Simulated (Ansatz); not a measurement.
**GeF2 monolayer (1T): following an unstable mode**

Wanted: the energy along a soft mode of GeF2 monolayer (1T) and the structure at the end.

Program: Ansatz 0.2.0. Level of theory: DFT PBEsol, scalar-relativistic, plane waves, PAW. Results are calculated unless marked as measured.

**1. The structure**

The cell holds 3 atoms: 1 Ge and 2 F. Cell: a = 3.537 Å, b = 3.537 Å, c = 27.600 Å, α = 90.0°, β = 90.0°, γ = 120.0°. Vacuum lies along c.

**2. The dispersion**

The cell comes from relaxations at this level that are not shown. Stability and thermal properties need the whole zone. Linear response on a 6×6×1 q mesh gives force constants as far as a supercell of that size would, and the tensors from the zone-centre run are typed in so that the long-range dipole term is interpolated apart.

Input file input.yaml:

```yaml
crystal:
  lattice:
    - [3.5372703465, 0.0, 0.0]
    - [-1.7686351732, 3.0633659801, 0.0]
    - [0.0, 0.0, 27.6]
  atoms:
    - { symbol: Ge, position: [0.0, 0.0, 0.3623188406] }
    - { symbol: F, position: [0.3333333333, 0.6666666667, 0.3974714677] }
    - { symbol: F, position: [0.6666666667, 0.3333333333, 0.3271662134] }
  periodic: [true, true, false]
kpoints:
  mp_grid: { grid: [12, 12, 1] }
hamiltonian:
  xc: pbesol
scf:
  occupations: { method: fixed }
output:
  eigenvalues: true
phonons:
  method: dfpt
  qmesh: [6, 6, 1]
  temperatures: { t_max: 1000, t_step: 50 }
  qpath:
    path:
      - [0.0, 0.0, 0.0]
      - [0.5, 0.0, 0.0]
      - [0.33333333, 0.33333333, 0.0]
      - [0.0, 0.0, 0.0]
    npoints: 10
  isolated: true
  non_analytic_term:
    high_frequency_dielectric_tensor: [[1.4271, 0.0, 0.0], [0.0, 1.4271, 0.0], [0.0, 0.0, 1.0936]]
    born_effective_charges:
      - { species: Ge, tensor: [[4.0513, 0.0, 0.0], [0.0, 4.0513, 0.0], [0.0, 0.0, 0.5909]] }
      - { species: F, tensor: [[-2.0256, 0.0, 0.0], [0.0, -2.0256, 0.0], [0.0, 0.0, -0.2955]] }
      - { species: F, tensor: [[-2.0256, 0.0, 0.0], [0.0, -2.0256, 0.0], [0.0, 0.0, -0.2955]] }
    source: "zone-centre run at this cell"
```

Launch:

```sh
ansatz run input.yaml --threads 8 --pin off --max-ram 14336MiB --backend cpu --events-out ev --progress --plain --runs-dir out
```

Numbers of over 12 decimals in the logs are rounded to 6 here.

The log of the run:

```text
Warning: phonons: the dynamical matrix that this run interpolates holds no multipole term above the dipole-dipole one, and a site of this crystal is no centre of inversion, so its interpolated transverse optical and acoustic branches and sound speeds can stay off near Gamma, and the density of states and the thermodynamics with them. What a run solves at a wave vector of phonons.qpoints, Gamma apart, where the deck admits one, is free of this, and under fd what a larger phonons.supercell samples
Warning: crystal.symmetry: narrowed to the stabiliser of the run's FFT grids — unitary ops 12 → 6. A phonons.method: dfpt run fills in the rows of the dynamical matrix that it does not solve by its symmetry operations, which is exact only for operations that map its FFT grids onto themselves: filled in by any other, the frequencies could depend on the order in which like atoms are typed, or, by more than the grids' own error, on where the crystal sits among the grids' points. Excluded: 6 operations. The run can therefore solve more perturbations, solve them on more k-points, or both, and cost more. [rest of the remark cut]
Engine: ansatz 0.2.0, x86_64-unknown-linux-gnu
Pseudopotentials: kind: paw
Pseudopotential: Ge, paw, valence charge 14, recommended cutoff 420 eV (normal), Ge.paw.azcp
Pseudopotential: F, paw, valence charge 7, recommended cutoff 420 eV (normal), F.paw.azcp
Functional definition: PBEsol
  exchange = pbesol_x
  correlation = pbesol_c
Crystal: 3 atoms, lattice volume = 299.072 Å³
Basis set: ecut = 420 eV, 5787 PW (Γ), exchange–correlation on 48×48×384 points (8 copies of the dense FFT grid, shifted against one another)
Bands: 18, of which v1, the nominal top of the filled ones, is band 14 counted from 1 (13 counted from 0)
Symmetry: 12 space group operations
k-points: 19 of 144 (irreducible under 6 space group operations, time reversal used)
Non-local potential: Ge, projectors of the file, l = 0: 2, l = 1: 2, l = 2: 3, l = 3: 1
Non-local potential: F, projectors of the file, l = 0: 2, l = 1: 2, l = 2: 1
PAW form: soft (Blöchl's): semilocal exchange-correlation on the pseudo side does not see the compensation charge
PAW frozen core: Ge, regenerated for the run's functional, and the local potential with it (the file was generated under x = pbe(κ = 0.804, μ = 0.219515), c = pbe(β = 0.066725))
PAW frozen core: F, regenerated for the run's functional, and the local potential with it (the file was generated under x = pbe(κ = 0.804, μ = 0.219515), c = pbe(β = 0.066725))
PAW one-centre angular grid: Ge, 590 points (default); XC on 64 Gauss nodes
PAW one-centre angular grid: F, 110 points (default); XC on 64 Gauss nodes
Initial density: superposition of atomic densities (neutral atoms: chi_scale 0, normalization atom), corrected by the library's trained network
Initial wavefunctions: pseudopotential atomic-orbital guess
Functional: x = pbesol(κ = 0.804, μ = 0.123457), c = pbesol(β = 0.046)
SCF iter   1: F=—  HF=-5854.238959 eV  |F-HF|=—  |Δ(HF+E_count)|=         —  Δρ=3.44e-3  dr2=2.74e-2  ethr=1.77e-3  ⟨swp⟩=5.3  Hψ=1566  notcnv=0  defer=37
preconditioner: auto → none  [insulator: Δε(μ)=2.478 eV  Ē_g=19.657 eV  n_scr=16 (ndim 8)  ℏωp=11.4 eV  f_vac=0.827  ε∞_Penn≈1.3]
SCF iter   2: F=—  HF=-5854.238444 eV  |F-HF|=—  |Δ(HF+E_count)|=   5.15e-4  Δρ=1.86e-3  dr2=9.07e-3  ethr=9.78e-5  ⟨swp⟩=3.6  Hψ=853  notcnv=0  defer=37
SCF iter   3: F=—  HF=-5854.237220 eV  |F-HF|=—  |Δ(HF+E_count)|=   1.22e-3  Δρ=6.91e-4  dr2=1.16e-3  ethr=3.24e-5  ⟨swp⟩=2.3  Hψ=541  notcnv=0  defer=37
SCF iter   4: F=—  HF=-5854.237937 eV  |F-HF|=—  |Δ(HF+E_count)|=   7.17e-4  Δρ=1.31e-4  dr2=5.22e-5  ethr=4.15e-6  ⟨swp⟩=3.4  Hψ=723  notcnv=0  defer=37
SCF iter   5: F=—  HF=-5854.237997 eV  |F-HF|=—  |Δ(HF+E_count)|=   6.01e-5  Δρ=3.02e-5  dr2=1.85e-6  ethr=1.87e-7  ⟨swp⟩=2.2  Hψ=625  notcnv=0  defer=37
SCF iter   6: F=—  HF=-5854.238061 eV  |F-HF|=—  |Δ(HF+E_count)|=   6.43e-5  Δρ=4.52e-6  dr2=3.86e-8  ethr=6.61e-9  ⟨swp⟩=2.5  Hψ=543  notcnv=0  defer=33
SCF iter   7: F=—  HF=-5854.238061 eV  |F-HF|=—  |Δ(HF+E_count)|=   1.92e-7  Δρ=1.21e-6  dr2=1.48e-9  ethr=1.38e-10  ⟨swp⟩=3.1  Hψ=676  notcnv=0  defer=33
SCF iter   8: F=—  HF=-5854.238061 eV  |F-HF|=—  |Δ(HF+E_count)|=   1.75e-9  Δρ=4.21e-7  dr2=1.51e-10  ethr=5.27e-12  ⟨swp⟩=2.3  Hψ=648  notcnv=0  defer=33
SCF iter   9: F=-5854.238061 eV  HF=-5854.238061 eV  |F-HF|=2.18e-11  |Δ(HF+E_count)|=  5.18e-11  Δρ=6.24e-8  dr2=2.88e-12  ethr=1.00e-12  ⟨swp⟩=16.7  Hψ=3064  notcnv=0
SCF 1 converged in 9 iterations: F = -5854.238061 eV  dr2 = 2.88e-12
  greatest PAW one-centre occupation: 0.999 electrons in one spin orbital (limit 2), on the Ge atom at site 0 (counted from 0), in its partial waves of l = 2
NSCF: frozen V_eff on 19 k-points
NSCF: frozen V_eff on 43 k-points
DFPT response loops at q = (0, 0, 0) (fractional): preconditioner auto → none (the input reference at scf.mixing.eps_inf says where Resta's filter doesn't serve); β = 0.50; Broyden in place of MSR1
NSCF: frozen V_eff on 156 k-points
DFPT response loops at q = (0, 0.166667, 0) (fractional): mixed as the last ones told, above
NSCF: frozen V_eff on 156 k-points
DFPT response loops at q = (0, 0.333333, 0) (fractional): mixed as the last ones told, above
NSCF: frozen V_eff on 86 k-points
DFPT response loops at q = (0, -0.5, 0) (fractional): mixed as the last ones told, above
NSCF: frozen V_eff on 288 k-points
DFPT response loops at q = (0.166667, 0.166667, 0) (fractional): mixed as the last ones told, above
NSCF: frozen V_eff on 288 k-points
DFPT response loops at q = (0.166667, 0.333333, 0) (fractional): mixed as the last ones told, above
NSCF: frozen V_eff on 156 k-points
DFPT response loops at q = (0.333333, 0.333333, 0) (fractional): mixed as the last ones told, above
SCF converged after 9 iterations
Free energy (F): -5854.238061 eV
Harris-Foulkes:  -5854.238061 eV  (|F-HF|=2.18e-11)
Internal energy: -5854.238061 eV  (E = F + TS)
E sigma→0 (E₀):  -5854.238061 eV
Fermi energy:    -6.676055 eV
--- Per-component energies (eV) ---
  E_band       = -568.042188
  E_kinetic    = 518.486172
  E_local      = -42545.469959  (includes V_loc(G=0)·N_el)
  E_nonlocal   = 559.725251
  E_hartree    = 20795.873862
  E_xc         = -230.910160
  E_vxc        = -265.368594  (∫ρ·V_xc dr)
  E_paw        = -2356.644803  (= ΣΔE_a)
  E_vpaw       = -427.167243  (= ΣTr[D̂ρ^β])
  E_aug_tail   = 0.004525  (compensation charges beyond the density's cutoff)
  E_ewald      = 17403.694229
  E_core_change = 1.002821  (= ΣΔE_core)
  E_smearing   = -0.000000  (= −TS)
  E_closure    = 0.000000  (closes the sum)
  Σ components = -5854.238061   (vs F -5854.238061, Δ=0.00e0)
--- Band table (eV; the first three rows and the last of 19) ---
  k-point 0: bands = [... 10 lower, -10.3534, -10.3534, -9.7119, -8.7788, -4.1549, -0.3043, -0.2808, -0.2808]
  k-point 1: bands = [... 10 lower, -10.2992, -10.2387, -9.6685, -8.5947, -4.0179, -0.6432 (-0.6433°), -0.2220, -0.0768]
  k-point 2: bands = [... 10 lower, -10.2963, -10.1325, -9.6111, -8.1727, -3.6583, -1.1321 (-1.1321°), -0.0658, 0.2458]
  k-point 18: bands = [... 10 lower, -10.8014, -9.6934, -9.6934, -6.6761, -1.6019, -0.9976, -0.9976, 3.7221]
  ° read free of the cell's end (the report's vacuum.weakly_bound_levels)
--- Phonons (Γ-DFPT): 6 representative perturbations + reference (Σ response iterations 23) ---
  ASR residual: 2.206e-5 → 0.000e0 eV/Å²; symmetrization residual: 4.300e-6 eV/Å²
  The last average, over the group as it would stand without the narrowing to the FFT grids, took up to 5.691e-6 eV/Å² of the zone centre's force constants
  ASR residual per site (eV/Å²): 1.53e-5 1.27e-5 2.21e-5
  Γ frequencies (cm⁻¹): -163.60 -163.60 0.00 0.00 0.00 222.10 222.10 261.11 291.50
--- Phonons (arbitrary-q DFPT): 7 irreducible q on the 6×6×1 mesh ---
  q = [0.0000, 0.0000, 0.0000] (star 1, of the zone-centre solve; hermiticity 1.10e-6, symmetrization 2.00e-10, taken by the last average 7.30e-7): -163.60 -163.60 -0.00 -0.00 0.00 222.10 222.10 261.11 291.50
  q = [0.0000, 0.1667, 0.0000] (star 6, 9 solved perturbations on 78 of 144 k-point pairs; hermiticity 5.28e-7, symmetrization 4.57e-9, taken by the last average 3.89e-7): -172.09 -16.46 45.75 78.78 176.99 208.30 248.58 264.66 341.12
  q = [0.0000, 0.3333, 0.0000] (star 6, 9 solved perturbations on 78 of 144 k-point pairs; hermiticity 2.76e-7, symmetrization 9.91e-9, taken by the last average 4.66e-7): -193.42 -133.89 65.27 84.85 136.20 181.02 225.87 261.71 349.94
  q = [0.0000, -0.5000, 0.0000] (star 3, 9 solved perturbations on 43 of 144 k-point pairs; hermiticity 1.81e-5, symmetrization 4.98e-6, taken by the last average 5.07e-7): -207.37 -205.65 58.06 103.73 153.27 165.82 204.55 279.76 339.44
  q = [0.1667, 0.1667, 0.0000] (star 6, 6 solved perturbations in 666 linear systems a pass and spin channel, the states on 144 of 144 k-point pairs; hermiticity 5.52e-7, symmetrization 1.52e-10, taken by the last average 5.12e-7): -189.77 -52.22 76.00 119.03 123.40 166.01 240.23 252.33 350.36
  q = [0.1667, 0.3333, 0.0000] (star 12, 9 solved perturbations on 144 of 144 k-point pairs: no pair is spared here; hermiticity 3.37e-7, symmetrization 0.00e0, taken by the last average 5.88e-7): -204.34 -151.31 60.33 119.87 134.49 148.63 214.09 261.15 341.15
  q = [0.3333, 0.3333, 0.0000] (star 2, 6 solved perturbations in 327 linear systems a pass and spin channel, the states on 78 of 144 k-point pairs; hermiticity 2.42e-6, symmetrization 7.38e-7, taken by the last average 6.02e-7): -193.73 -94.51 -94.51 66.60 151.58 151.58 229.88 229.88 337.95
  sum rule: each row above includes the acoustic sum rule's correction from the zone centre's row sums; it moved no ω² by more than (0.56 cm⁻¹)²
  mesh force constants: q→R imaginary residual 2.40e-16; ASR residual 2.206e-5 → 0.000e0 eV/Å²; symmetrization residual 4.441e-15 eV/Å²
  interpolated dispersion: 31 rows × 9 modes
  density of states and harmonic sums: on the 24×24×1 q-mesh, interpolated from the force constants of a 6×6×1 supercell (with the dipole–dipole term of supplied tensors)
  largest difference from the sums on the solved wave vectors: F 2.85e-2 eV, S 3.80e-5 and C_V 9.41e-6 eV/K
  zero-point energy: 0.080575 eV/cell   skipped modes (ω ≤ 0): 127, of them read as no rigid motion or as one in doubt: 124 (2.024e0 modes/cell left out, lowest -207.37 cm⁻¹)   left out of the sums: 2.26e-1 of the cell's modes: C_V's classical limit lies that fraction below 3 k_B per atom; for a crystal, a wire or a layer, F and S can be off by more, and a phonons.interpolated_qmesh denser along its periods is the remedy for the sampling
```

Wall time 2.3 min (8 threads of Intel Xeon 6975P-C (Granite Rapids), shared host); peak memory 2.2 GiB.

This step gave:

| Item | Value |
| --- | --- |
| gap on the k-mesh | 2.521 eV |
| sum-rule residual before enforcement | 2.21e-5 eV/Å² |
| lowest frequency on the path | -207.4 cm⁻¹ |
| point group | -3m |
| highest frequency on the path or at a solved wavevector | 355.5 cm⁻¹ |
| area per atom | 3.612 Å² |
| highest optical mode at the zone centre (no LO-TO term) | 291.5 cm⁻¹ |
| lowest optical zone-centre mode | -163.6 cm⁻¹ |
| lowest mode on the q mesh (acoustic modes at Γ apart) | -207.4 cm⁻¹ |

Frequencies (cm⁻¹) solved at each irreducible wavevector; negative means imaginary. Frequencies by wavevector, by row:

```
q in reciprocal lattice units  star  mode 1  mode 2  mode 3  mode 4  mode 5  mode 6  mode 7  mode 8  mode 9
                        0 0 0     1  -163.6  -163.6       0       0       0   222.1   222.1   261.1   291.5
                   0 0.1667 0     6  -172.1   -16.5    45.8    78.8     177   208.3   248.6   264.7   341.1
                   0 0.3333 0     6  -193.4  -133.9    65.3    84.8   136.2     181   225.9   261.7   349.9
                     0 -0.5 0     3  -207.4  -205.7    58.1   103.7   153.3   165.8   204.6   279.8   339.4
              0.1667 0.1667 0     6  -189.8   -52.2      76     119   123.4     166   240.2   252.3   350.4
              0.1667 0.3333 0    12  -204.3  -151.3    60.3   119.9   134.5   148.6   214.1   261.1   341.1
              0.3333 0.3333 0     2  -193.7   -94.5   -94.5    66.6   151.6   151.6   229.9   229.9   337.9
```

Interpolated from a 6×6×1 q mesh, with the LO-TO term (at Γ the limit along the path; where Γ stands inside the path, tables give the limit on arrival). The phonon branches at the labelled points (cm⁻¹):

```
  point  branch 1  branch 2  branch 3  branch 4  branch 5  branch 6  branch 7  branch 8  branch 9
      Γ      -164      -164         0         0         0       222       222       261       292
halfway      -188       -56        66        98       123       200       243       254       356
      M      -207      -206        58       104       153       166       204       280       339
halfway      -204      -174        58       129       131       153       209       263       339
      K      -194       -94       -94        67       152       152       230       230       338
halfway      -190       -52        76       119       123       166       240       252       350
      Γ      -164      -164         0         0         0       222       222       261       292
```

The phonon branches as a text plot (rows in cm⁻¹):

```
    344 |     *********************************************
    320 |                                                  **
    297 |*  **                                                  *
    273 | ******      **************                     *******
    250 |*  **********              ****   **********************
    227 |***        ****             ***************         ****
    203 |   ********    *************                    ****
    180 |     **    ******                            *****
    156 |       **      ***********************     *****
    133 |         ******          ****       *********
    109 |         **      ********  *          **********
     86 |       **  ******           *       **   ****   **
     62 |     ************************************    ***  **
     39 |   ****                                         *******
     15 | **                          **                     ***
     -8 |*******                                         ********
    -31 |       **                         **         ***
    -55 |         **                                **
    -78 |                               *         **
   -102 |           **                   **    ***
   -125 |                             ***  ****
   -149 |             **             *
   -172 |*********      **         **                 ***********
   -196 |         ************************************
         Γ                   M           K                      Γ
```

Symmetry leaves 7 wavevectors to solve. The lowest mode among them, the acoustic zeros apart, lies at q = (0, -0.5, 0) and is imaginary, 207.4i cm⁻¹, so the energy falls along it.

**3. The mode frozen in, largest atomic shift 0 Å**

The mode followed lies at q = (0, -0.5, 0) with frequency 205.6i cm⁻¹, one of the unstable modes though not the softest. At small amplitude the distorted cell has space group no. 13 by a symmetry search on the positions. The undistorted cell that holds it gives the zero of energy on the same k mesh.

System of this step: GeF2 monolayer (1T). The cell holds 6 atoms: 2 Ge and 4 F. Cell: a = 3.537 Å, b = 6.127 Å, c = 27.600 Å, α = 90.0°, β = 90.0°, γ = 90.0°. It derives from GeF2. Vacuum lies along c.

Input file input.yaml:

```yaml
crystal:
  lattice:
    - [3.5372703465, 0.0, 0.0]
    - [0.0, 6.1267319602, 0.0]
    - [0.0, 0.0, 27.6]
  atoms:
    - { symbol: Ge, position: [0.0, 0.0, 0.3623188406] }
    - { symbol: Ge, position: [0.5, 0.5, 0.3623188406] }
    - { symbol: F, position: [0.0, 0.3333333333, 0.3974714677] }
    - { symbol: F, position: [0.5, 0.8333333333, 0.3974714677] }
    - { symbol: F, position: [0.5, 0.1666666667, 0.3271662134] }
    - { symbol: F, position: [1.0, 0.6666666667, 0.3271662134] }
  periodic: [true, true, false]
kpoints:
  mp_grid: { grid: [6, 4, 1] }
hamiltonian:
  xc: pbesol
scf:
  occupations: { method: gaussian, width: 0.02 }
output:
  forces: true
  stress: true
  eigenvalues: true
```

The log of the run:

```text
[...]
Crystal: 6 atoms, lattice volume = 598.145 Å³
Basis set: ecut = 420 eV, 11655 PW (Γ), exchange–correlation on 48×90×384 points (8 copies of the dense FFT grid, shifted against one another)
Bands: 34, of which v1, the nominal top of the filled ones, is band 28 counted from 1 (27 counted from 0)
Symmetry: 8 space group operations
[...]
k-points: 12 of 24
[...]
k-point 1: bands = [... 24 lower, -9.6779, -9.6355, -8.3997, -7.1883, -3.8588, -2.9240, -1.4073 (-1.4072°), -0.8859 (-0.8859°), ... 2 higher]
  k-point 2: bands = [... 24 lower, -9.6033, -9.6033, -7.7078, -7.7078, -3.2317, -3.2317, -1.4955, -1.4955, ... 2 higher]
  k-point 11: bands = [... 24 lower, -9.7480, -9.7480, -7.0138, -7.0138, -2.9019, -2.9019, -1.1658, -1.1658, ... 2 higher]
  ° read free of the cell's end (the report's vacuum.weakly_bound_levels)
[key lines of the parts left out:]
SCF converged after 7 iterations
Free energy (F): -11708.476042 eV
Fermi energy:    -5.415431 eV
P = ½ c Tr σ = 0.0004 N/m
```

Elapsed: 1.3 s, on 8 threads; peak memory 1.4 GiB.

Numbers from this step:

| Property | Result |
| --- | --- |
| energy from the undistorted cell | 0 meV/atom |

**4. The mode frozen in, largest atomic shift 0.32 Å**

The atoms are moved along the unstable eigenvector, the largest shift by 0.32 Å, with the cell fixed.

Input file input.yaml:

```yaml
crystal:
  lattice:
    - [3.5372703465, 0.0, 0.0]
    - [0.0, 6.1267319602, 0.0]
    - [0.0, 0.0, 27.6]
  atoms:
    - { symbol: Ge, position: [0.0450673887, 0.0, 0.3623188406] }
    - { symbol: Ge, position: [0.4549326113, 0.5, 0.3623188406] }
    - { symbol: F, position: [0.0904652369, 0.3333333333, 0.3974714677] }
    - { symbol: F, position: [0.4095347631, 0.8333333333, 0.3974714677] }
    - { symbol: F, position: [0.4095347631, 0.1666666667, 0.3271662134] }
    - { symbol: F, position: [1.0904652369, 0.6666666667, 0.3271662134] }
  periodic: [true, true, false]
kpoints:
  mp_grid: { grid: [6, 4, 1] }
hamiltonian:
  xc: pbesol
scf:
  occupations: { method: gaussian, width: 0.02 }
output:
  forces: true
  stress: true
  eigenvalues: true
  write_density: true
  write_potential: true
  elf: true
  volumetric_format: npy
```

The log of the run:

```text
[...]
Crystal: 6 atoms, lattice volume = 598.145 Å³
Basis set: ecut = 420 eV, 11655 PW (Γ), exchange–correlation on 48×90×384 points (8 copies of the dense FFT grid, shifted against one another)
Bands: 34, of which v1, the nominal top of the filled ones, is band 28 counted from 1 (27 counted from 0)
Symmetry: 4 space group operations
[...]
k-points: 12 of 24
[...]
k-point 1: bands = [... 24 lower, -9.7815, -9.7337, -8.4562, -7.0465, -3.2999, -1.8647, -1.2279 (-1.2279°), -0.3750 (-0.3753°), ... 2 higher]
  k-point 2: bands = [... 24 lower, -9.7544, -9.7544, -7.6991, -7.6991, -2.4661, -2.4661, -0.9888, -0.9888, ... 2 higher]
  k-point 11: bands = [... 24 lower, -9.7144, -9.7144, -6.7915, -6.7915, -2.3721, -2.3721, -0.5437, -0.5437, ... 2 higher]
  ° read free of the cell's end (the report's vacuum.weakly_bound_levels)
[key lines of the parts left out:]
SCF converged after 6 iterations
Free energy (F): -11708.865347 eV
Fermi energy:    -4.960038 eV
P = ½ c Tr σ = 2.6377 N/m
```

Elapsed: 1.8 s, on 8 threads; peak memory 1.4 GiB.

A gap read on the k-mesh alone can miss the band edges.

This step gave:

```yaml
gap_on_the_k_mesh: 2.644 eV
energy_from_the_undistorted_cell: -64.88 meV/atom
```

The energy, extrapolated to zero smearing, is -64.88 meV/atom against the undistorted cell.

(Part 1 of 3 ends here.)

[Logs are printed without paths, hosts, clocks, repeated set-up lines and the standing remarks that a program may print on its own settings, such as how far it seeks lower states.]

[Hosts, paths, dates, database ids (printed as entryN), source tags and the programs' standing remarks are cut or masked in the printed files.]
